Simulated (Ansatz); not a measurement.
# CdH2 (model cell, started as CdI2 type): phonons and vibrational spectra, part 3 of 3

Wanted: phonon frequencies of CdH2 (model cell, started as CdI2 type) and what follows from them.

Ansatz 0.2.0; DFT PBEsol, scalar-relativistic, plane waves, PAW.

So far. Step 5 (Relaxing to small forces for the phonons): The largest force component left is 0.20 meV/Å and the pressure is 0.002 GPa, within the tolerances set. The cell now holds 12.28 Å³/atom. Step 6 (Linear response at the zone centre): Before it was imposed, the acoustic sum rule was missed by 3.8e-5 eV/Å² and the charge sum rule by 0.0032 e. Small misses are needed for a sound result but don't prove that mesh and cutoff are converged. The relaxed cell has a = 3.103, c = 4.416 Å (conventional setting).

The structure was built from a prototype and need not be the compound's stable phase.

### Step 7. Phonons on a q mesh

Stability and thermal properties need the whole zone. Linear response on a 3×3×2 q mesh gives force constants as far as a supercell of that size would, and the tensors from the zone-centre run are typed in so that the long-range dipole term is interpolated apart.

The input, input.yaml:

```yaml
crystal:
  lattice:
    - [3.1034231172, 0.0, 0.0]
    - [-1.5517115586, 2.6876432582, 0.0]
    - [0.0, 0.0, 4.4155095098]
  atoms:
    - { symbol: Cd, position: [0.0, 0.0, 0.0] }
    - { symbol: H, position: [0.3333333333, 0.6666666667, 0.2331933751] }
    - { symbol: H, position: [0.6666666667, 0.3333333333, 0.7668066249] }
kpoints:
  mp_grid: { grid: [9, 9, 6] }
hamiltonian:
  xc: pbesol
scf:
  occupations: { method: fixed }
output:
  eigenvalues: true
phonons:
  method: dfpt
  qmesh: [3, 3, 2]
  temperatures: { t_max: 1000, t_step: 50 }
  qpath:
    path:
      - [[0.0, 0.0, 0.0], [0.5, 0.0, 0.0], [0.33333333, 0.33333333, 0.0], [0.0, 0.0, 0.0], [0.0, 0.0, 0.5], [0.5, 0.0, 0.5], [0.33333333, 0.33333333, 0.5], [0.0, 0.0, 0.5]]
      - [[0.5, 0.0, 0.5], [0.5, 0.0, 0.0]]
      - [[0.33333333, 0.33333333, 0.5], [0.33333333, 0.33333333, 0.0]]
    npoints: 10
  non_analytic_term:
    high_frequency_dielectric_tensor: [[9.5411, 0.0, 0.0], [0.0, 9.5411, 0.0], [0.0, 0.0, 3.9592]]
    born_effective_charges:
      - { species: Cd, tensor: [[2.7103, 0.0, 0.0], [0.0, 2.7103, 0.0], [0.0, 0.0, 0.9292]] }
      - { species: H, tensor: [[-1.3552, 0.0, 0.0], [0.0, -1.3552, 0.0], [0.0, 0.0, -0.4646]] }
      - { species: H, tensor: [[-1.3552, 0.0, 0.0], [0.0, -1.3552, 0.0], [0.0, 0.0, -0.4646]] }
    source: "zone-centre run at this cell"
```

Launch:

```bash
ansatz run input.yaml --threads 4 --pin off --max-ram 7168MiB --backend cpu --events-out ev --progress --plain --runs-dir out
```

Numbers of over 12 decimals in the logs are rounded to 6 here.

What it wrote:

```text
Warning: phonons: the dynamical matrix that this run interpolates holds no multipole term above the dipole-dipole one, and a site of this crystal is no centre of inversion, so its interpolated transverse optical and acoustic branches and sound speeds can stay off near Gamma, and the density of states and the thermodynamics with them. What a run solves at a wave vector of phonons.qpoints, Gamma apart, where the deck admits one, is free of this, and under fd what a larger phonons.supercell samples
[...]
Crystal: 3 atoms, lattice volume = 36.829 Å³
Basis set: ecut = 420 eV, 699 PW (Γ), exchange–correlation on 48×48×60 points (8 copies of the dense FFT grid, shifted against one another)
Bands: 15, of which v1, the nominal top of the filled ones, is band 11 counted from 1 (10 counted from 0)
Symmetry: 12 space group operations
k-points: 62 of 486
[...]
SCF iter   1: F=—  HF=-8214.195428 eV  |F-HF|=—  |Δ(HF+E_count)|=         —  Δρ=9.91e-3  dr2=2.52e-2  ethr=1.77e-3  ⟨swp⟩=4.5  Hψ=3856  notcnv=0  defer=114
[...]
SCF iter   7: F=-8214.187252 eV  HF=-8214.187252 eV  |F-HF|=2.18e-11  |Δ(HF+E_count)|=   4.63e-9  Δρ=2.12e-7  dr2=9.28e-12  ethr=1.00e-12  ⟨swp⟩=6.0  Hψ=5208  notcnv=0
SCF 1 converged in 7 iterations: F = -8214.187252 eV  dr2 = 9.28e-12
[...]
DFPT response loops at q = (0, 0, 0) (fractional): preconditioner auto → Resta (q_TF=auto, 2.504 Å⁻¹)  ε∞=7.5 (no band partly filled); β = 1.00, the filter's whole step (`scf.mixing.beta` (0.50) is not read by the response loops at its default; to damp them type it under 1.00, their step now; it binds the ground state too); Broyden in place of MSR1
[...]
SCF converged after 7 iterations
Free energy (F): -8214.187252 eV
[...]
Internal energy: -8214.187252 eV  (E = F + TS)
E sigma→0 (E₀):  -8214.187252 eV
Fermi energy:    6.801969 eV
[...]
--- Band table (eV; the first three rows and the last of 62) ---
  k-point 0: bands = [... 7 lower, -0.7878, -0.7878, -0.7516, 4.4128, 11.4966, 16.8249, 18.2767, 21.2738]
  k-point 1: bands = [... 7 lower, -0.7898, -0.7898, -0.6284, 3.8932, 12.2318, 16.8842, 18.2557, 21.4339]
  k-point 2: bands = [... 7 lower, -0.7938, -0.7938, -0.2986, 2.9176, 13.7404, 16.5828, 18.8548, 21.7991]
  k-point 61: bands = [... 7 lower, -1.1662, -0.7984, 5.5335, 5.5335, 8.7202, 11.5849, 11.7289, 11.7289]
--- Phonons (Γ-DFPT): 4 representative perturbations + reference (Σ response iterations 16) ---
  ASR residual: 4.072e-5 → 0.000e0 eV/Å²; symmetrization residual: 6.382e-7 eV/Å²
  ASR residual per site (eV/Å²): 4.07e-5 2.82e-5 2.82e-5
  Γ frequencies (cm⁻¹): 0.00 0.00 0.00 345.42 345.42 758.24 840.33 840.33 980.35
--- Phonons (arbitrary-q DFPT): 6 irreducible q on the 3×3×2 mesh ---
  q = [0.0000, 0.0000, 0.0000] (star 1, of the zone-centre solve; hermiticity 3.05e-7, symmetrization 4.78e-12): -0.00 0.00 0.00 345.42 345.42 758.24 840.33 840.33 980.35
  q = [0.0000, 0.0000, -0.5000] (star 1, 4 solved perturbations in 404 linear systems a pass and spin channel, the states on 140 of 486 k-point pairs; hermiticity 3.00e-7, symmetrization 3.29e-12): 19.59 19.59 34.60 405.90 405.90 836.08 836.08 862.91 975.18
  q = [0.0000, 0.3333, 0.0000] (star 6, 6 solved perturbations on 270 of 486 k-point pairs; hermiticity 1.44e-7, symmetrization 1.35e-12): 23.64 36.57 130.43 229.99 650.48 813.51 882.01 942.59 962.65
[...]
sum rule: each row above includes the acoustic sum rule's correction from the zone centre's row sums; it moved no ω² by more than (2.76 cm⁻¹)²
  mesh force constants: q→R imaginary residual 1.50e-16; ASR residual 4.072e-5 → 0.000e0 eV/Å²; symmetrization residual 2.665e-15 eV/Å²
  interpolated dispersion: 94 rows × 9 modes
  density of states and harmonic sums: on the 24×24×14 q-mesh, interpolated from the force constants of a 3×3×2 supercell (with the dipole–dipole term of supplied tensors)
  largest difference from the sums on the solved wave vectors: F 1.83e-2 eV, S 1.91e-5 and C_V 1.20e-5 eV/K
  zero-point energy: 0.294315 eV/cell   skipped modes (ω ≤ 0): 293, of them read as no rigid motion or as one in doubt: 290 (4.034e-1 modes/cell left out, lowest -40.29 cm⁻¹)   left out of the sums: 4.49e-2 of the cell's modes: C_V's classical limit lies that fraction below 3 k_B per atom; for a crystal, a wire or a layer, F and S can be off by more, and a phonons.interpolated_qmesh denser along its periods is the remedy for the sampling
```

Run time: 39 s. Hardware: 4 threads of Intel Xeon 6975P-C (Granite Rapids), shared host; peak memory 0.71 GiB; 2.4 min of CPU time.

Numbers from this step:

| Property | Result |
| --- | --- |
| sum-rule residual before enforcement | 4.07e-5 eV/Å² |
| lowest frequency on the path | -40.29 cm⁻¹ |
| highest frequency on the path or at a solved wavevector | 998.5 cm⁻¹ |
| lowest mode on the q mesh (acoustic modes at Γ apart) | -40.29 cm⁻¹ |

Frequencies (cm⁻¹) solved at each irreducible wavevector; negative means imaginary. Frequencies by wavevector, by row:

```
q in reciprocal lattice units  star  mode 1  mode 2  mode 3  mode 4  mode 5  mode 6  mode 7  mode 8  mode 9
                        0 0 0     1       0       0       0   345.4   345.4   758.2   840.3   840.3   980.4
                     0 0 -0.5     1    19.6    19.6    34.6   405.9   405.9   836.1   836.1   862.9   975.2
                   0 0.3333 0     6    23.6    36.6   130.4     230   650.5   813.5     882   942.6   962.6
                0 0.3333 -0.5     6    37.3    42.5   128.6     293   623.3   799.2   869.2   947.9     964
              0.3333 0.3333 0     2   -40.3   110.3   110.3   560.5   560.5   777.3   932.7   932.7   998.5
           0.3333 0.3333 -0.5     2     -35   108.2   108.2   479.2   479.2   775.9   948.4   948.4   989.7
```

Interpolated from a 3×3×2 q mesh, rough between the solved points, with the LO-TO term (at Γ the limit along the path; where Γ stands inside the path, tables give the limit on arrival). The phonon branches at the labelled points (cm⁻¹):

```csv
point,branch 1,branch 2,branch 3,branch 4,branch 5,branch 6,branch 7,branch 8,branch 9
Γ,0,0,0,345,758,799,840,840,980
halfway,21,31,113,272,652,812,857,937,962
M,-21,61,142,194,691,779,914,942,974
halfway,-32,82,129,404,687,722,915,962,982
K,-40,110,110,560,560,777,933,933,998
halfway,11,61,116,438,622,687,916,954,961
Γ,0,0,0,345,758,799,840,840,980
halfway,15,15,24,376,376,838,838,856,978
A,20,20,35,406,406,836,836,863,975
halfway,28,43,113,336,631,780,848,954,960
L,20,63,139,252,635,780,898,945,974
halfway,-21,83,124,363,645,699,931,967,972
H,-35,108,108,479,479,776,948,948,990
halfway,26,61,116,478,577,680,922,950,958
A,20,20,35,406,406,836,836,863,975
jump to L,20,63,139,252,635,780,898,945,974
halfway,-4,62,140,224,663,780,906,943,975
M,-21,61,142,194,691,779,914,942,974
jump to H,-35,108,108,479,479,776,948,948,990
halfway,-38,109,109,520,520,777,941,941,994
K,-40,110,110,560,560,777,933,933,998
```

The phonon branches as a text plot (rows in cm⁻¹):

```
    977 |********************************************************
    934 |   ****************        * ****************  *********
    890 | ** *** *        ***      *    ***         * * ***
    847 |****                ***********             ***
    804 |*******                   *   ***            *
    760 |*      **  **      **      ***   *  ***     *  *********
    717 | *      ***  *   ***              **   *   *
    674 |  *  ***  *   ****                *     ***     ****
    631 |   **           *           ****** *           *
    587 |           * ***                    *   * **
    544 |           ****            *           * *  *         **
    501 |               *                     ** *           **
    457 |          *     *         *          ***  *  *
    414 |                        ****        *      ****
    371 |         *       *    **    *      *
    328 |***               ****       **
    284 |   *                           *  *
    241 |    **  *                       **             **
    198 |      **                                         ***
    154 |      ***                      ***             *****
    111 |   ***   *********          ***   **********        ****
     68 | **   *****   ******       *   *****    *****  *****
     25 |*******         *******************      ********
    -19 |**     *********   **              ******        *******
         Γ      M    K       Γ    A       L   H       A|L  M|H  K
```

The phonon density of states has structure finer than the step of the table below, so its rows give means over 25 cm⁻¹, whole bins alone (the curve runs from -45 to 1005 cm⁻¹). Peaks (cm⁻¹: height): -25.0: 0.0139, 15.0: 0.0268, 125.0: 0.0391, 645.0: 0.0136, 965.0: 0.0576.

Tetrahedra on a 24×24×14 mesh, mean over bins of 10 cm-1. Interpolated from a 3×3×2 q mesh, rough between the solved points. Phonon density of states against wavenumber; means over each step:

```
wavenumber (cm⁻¹)  phonon density of states (1/cm⁻¹/cell)
              -25                                  0.0109
                0                                  0.0105
               25                                  0.0220
               50                                  0.0177
               75                                  0.0164
              100                                  0.0120
              125                                  0.0256
              150                                 0.00330
              175                                  3.0e-6
              200                                  2.9e-4
              225                                 0.00114
              250                                 0.00214
              275                                 0.00279
              300                                 0.00313
              325                                 0.00402
              350                                 0.00513
              375                                 0.00495
              400                                 0.00424
              425                                 0.00307
              450                                 0.00312
              475                                 0.00291
              500                                 0.00239
              525                                 0.00187
              550                                 0.00131
              575                                 0.00290
              600                                 0.00510
              625                                  0.0104
              650                                  0.0120
              675                                  0.0101
              700                                 0.00896
              725                                 0.00841
              750                                 0.00829
              775                                 0.00749
              800                                 0.00337
              825                                 0.00194
              850                                 0.00469
              875                                 0.00553
              900                                  0.0121
              925                                  0.0202
              950                                  0.0399
              975                                  0.0329
```

The partial phonon density of states has structure finer than the step of the table below, so its rows give means over 25 cm⁻¹, whole bins alone (the curve runs from -50.3 to 1038 cm⁻¹). Peaks (cm⁻¹: height): Cd -22.9: 0.0125, 18.2: 0.0248, 127.7: 0.0276; H 634.5: 0.0126, 963.1: 0.0493.

Phonopy on the run's constants, 21x21x13 mesh, Gaussian sigma 7.8 cm-1. Interpolated from a 3×3×2 q mesh, rough between the solved points. The partial phonon density of states by wavenumber; means over each step; values in 1/cm⁻¹/cell:

```csv
wavenumber (cm⁻¹),Cd,H
-25,0.0106,1.1e-5
0,0.0102,7.1e-5
25,0.0217,2.2e-4
50,0.0177,1.8e-4
75,0.0161,8.4e-5
100,0.0129,1.2e-4
125,0.0230,3.7e-4
150,0.00449,8.6e-5
175,6.3e-6,2.7e-5
200,2.4e-6,3.9e-4
225,2.3e-5,0.00121
250,4.0e-5,0.00226
275,4.3e-5,0.00238
300,6.6e-5,0.00347
325,6.2e-5,0.00366
350,7.7e-5,0.00496
375,6.7e-5,0.00499
400,4.5e-5,0.00380
425,3.1e-5,0.00313
450,3.0e-5,0.00339
475,2.2e-5,0.00223
500,2.0e-5,0.00267
525,1.6e-5,0.00205
550,1.0e-5,0.00146
575,1.2e-5,0.00320
600,2.1e-5,0.00458
625,5.4e-5,0.0103
650,5.7e-5,0.0116
675,4.0e-5,0.0108
700,3.2e-5,0.00861
725,3.5e-5,0.00836
750,3.0e-5,0.00755
775,2.8e-5,0.00762
800,1.3e-5,0.00342
825,6.8e-6,0.00254
850,4.9e-6,0.00469
875,1.1e-5,0.00545
900,2.3e-5,0.0121
925,4.5e-5,0.0205
950,9.1e-5,0.0396
975,6.7e-5,0.0315
1000,1.2e-6,0.00420
1025,0,3.2e-5
```

Symmetry leaves 6 wavevectors to solve. The lowest mode among them, the acoustic zeros apart, lies at q = (0.333, 0.333, 0) and is imaginary, 40.3i cm⁻¹, so the energy falls along it.

### Step 8. Another isotope, element Cd, natural mass 112.414 amu

An isotope changes the mass and not the force constants, so no new electronic calculation is needed; the shifts show which modes move this element.

The same force constants with the mass of Cd changed from 112.414 to 115.905 u (phonopy, no LO-TO term). Both lists are sorted by frequency; levels can cross, so a row need not hold one and the same mode. Modes under 3 cm⁻¹ are left out. Isotope shifts, by row:

```
            q  rank  natural mass (cm⁻¹)  changed mass (cm⁻¹)
        0 0 0     4                345.4                345.3
        0 0 0     5                345.4                345.3
        0 0 0     6                758.2                  758
        0 0 0     7                840.3                840.3
        0 0 0     8                840.3                840.3
        0 0 0     9                980.4                980.4
     0 0 -0.5     1                19.59                19.29
     0 0 -0.5     2                19.59                19.29
     0 0 -0.5     3                 34.6                34.08
     0 0 -0.5     4                405.9                405.8
     0 0 -0.5     5                405.9                405.8
     0 0 -0.5     6                836.1                836.1
     0 0 -0.5     7                836.1                836.1
     0 0 -0.5     8                862.9                862.7
     0 0 -0.5     9                975.2                975.2
   0 0.3333 0     1                23.64                23.29
   0 0.3333 0     2                36.57                36.03
   0 0.3333 0     3                130.4                128.5
   0 0.3333 0     4                  230                229.9
   0 0.3333 0     5                650.5                650.4
   0 0.3333 0     6                813.5                813.5
   0 0.3333 0     7                  882                  882
   0 0.3333 0     8                942.6                942.6
   0 0.3333 0     9                962.6                962.6
0 0.3333 -0.5     1                37.28                36.72
0 0.3333 -0.5     2                42.46                41.83
0 0.3333 -0.5     3                128.6                126.6
0 0.3333 -0.5     4                  293                  293
0 0.3333 -0.5     5                623.3                623.2
0 0.3333 -0.5     6                799.2                799.2
0 0.3333 -0.5     7                869.2                869.2
0 0.3333 -0.5     8                947.9                947.9
0 0.3333 -0.5     9                  964                  964
```

A mode of this element alone would shift by -1.52 %. The highest zone-centre frequency without the field goes from 980.4 to 980.4 cm⁻¹ (+0.0 %). The product of the frequency ratios over all optical modes at Γ is 0.999; the product rule, (m/m′)^(3k/2) (M′/M)^(3/2) with k = 1 such atoms and M the mass of the cell, gives 0.999.

### Step 9. Isotope substitution, element H, natural mass 1.008 amu

The same for H, from 1.01 to 2.01 u.

A mode of this element alone would shift by -29.26 %. The highest zone-centre frequency without the field goes from 980.4 to 693.5 cm⁻¹ (-29.3 %). The product of the frequency ratios over all optical modes at Γ is 0.129; the product rule, (m/m′)^(3k/2) (M′/M)^(3/2) with k = 2 such atoms and M the mass of the cell, gives 0.129.

### Step 10. Outcome

```json
{
  "space group after relaxation (within 0.01 Å)": "P-3m1",
  "volume per atom": "12.3 Å³",
  "gap on the k-mesh": "1.07 eV",
  "highest optical mode at the zone centre (no LO-TO term)": "980 cm⁻¹",
  "top of the zone-centre spectrum with the field": "980 cm⁻¹",
  "lowest optical zone-centre mode": "345 cm⁻¹",
  "mean high-frequency dielectric constant": "7.68",
  "mean static dielectric constant": "35.7",
  "largest Born charge (third of the trace)": "2.12 e",
  "lowest mode on the q mesh (acoustic modes at Γ apart)": "-40.3 cm⁻¹",
  "highest frequency on the path or at a solved wavevector": "999 cm⁻¹",
  "imaginary modes on the 3×3×2 q mesh": "yes"
}
```

In words: Modes are clearly imaginary (beyond 10i cm⁻¹) at 2 of the 6 irreducible wavevectors, most at q = (0.333, 0.333, 0) (40.3i cm⁻¹), so this structure is not a minimum of the energy. Without the field, the optical modes at Γ span 345 to 980 cm⁻¹. The highest mode in this list at Γ, 980.4 cm⁻¹, is mostly motion of H (100 % of the kinetic energy). The macroscopic field leaves the top of the zone-centre spectrum where it is. Lattice motion raises the mean dielectric constant from 7.680 to 35.71. The strongest infrared line is at 345 cm⁻¹. Averaged over orientations, the strongest Raman line at 532 nm and 300 K is at 840 cm⁻¹. The tensors are the static, non-resonant ones, while 532 nm light (2.33 eV) lies above the computed gap. With the field response the log warns that the k mesh is coarse for the force constants too, so the frequencies may not be converged. The q mesh stands for a supercell only 8.8 Å across, so branches between the solved wavevectors are rough. The program warns that the interpolation holds no quadrupole term, so branches close to Γ can be off in this crystal. The starting cell was built on a prototype and not taken from a measurement, so the phase need not exist. These are harmonic frequencies at zero temperature: anharmonic shifts, linewidths and thermal expansion are left out.

[Logs are printed without paths, hosts, clocks, repeated set-up lines and the standing remarks that a program may print on its own settings, such as how far it seeks lower states.]

[Hosts, paths, dates, database ids (printed as entryN), source tags and the programs' standing remarks are cut or masked in the printed files.]
